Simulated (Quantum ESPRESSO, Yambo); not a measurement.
An input for Yambo 5.3.0 (PbO (P4/nmm)):

```
HF_and_locXC
gw0
dyson
ppa
em1d
rim_cut
RandQpts= 1000000
RandGvec= 1 RL
EXXRLvcs= 76 Ry
VXCRLvcs= 304 Ry
Chimod= "HARTREE"
% BndsRnXp
 1 | 359 |
%
NGsBlkXp= 18 Ry
% LongDrXp
 1 | 1 | 1 |
%
% GbndRnge
 1 | 359 |
%
DysSolver= "n"
ExtendOut
PPAPntXp= 27.21138 eV
% QPkrange
 1 | 1 | 27 | 30 |
 11 | 11 | 27 | 30 |
%
```

The database entry behind the starting cell differs from later determinations by our own check (c about 1 % long), so it need not match the best structure at ambient conditions.

```sh
OMP_NUM_THREADS=1 mpirun -n 4 yambo -F gw3.in -J gw3 -C gw3 > gw3.log
```

The stored states that it reads are on a 4×4×2 mesh. The structure is tetragonal, space group P4/nmm (No. 129). The conventional cell has a = 3.960 Å, b = 3.960 Å, c = 5.070 Å, α = 90.00°, β = 90.00°, γ = 90.00°. Nearest to Pb lie 4 O at 2.32 Å. Nearest to O lie 4 Pb at 2.32 Å. Farther neighbours and most contacts between anions are not listed.

**Question.** Estimate wall time and host memory on 4 MPI ranks of Arm Neoverse V1, shared host.

It took 39 min; on shared hardware allow 19 min to 77 min. Peak host memory was 3.5 GiB.

The screening grows as filled bands × empty bands × pairs of k points, times the square of the screening basis for the matrix.

[Paths, hosts, dates, memory and timing lines, banners, echoed tables and standing remarks are left out of the program output.]

[Logs are printed without paths, hosts, clocks, repeated set-up lines and the standing remarks that a program may print on its own settings, such as how far it seeks lower states.]

[Runs of the session that timed out or met a known fault of the program may be left out.]

[Hosts, paths, dates, database ids (printed as entryN), source tags and the programs' standing remarks are cut or masked in the printed files.]
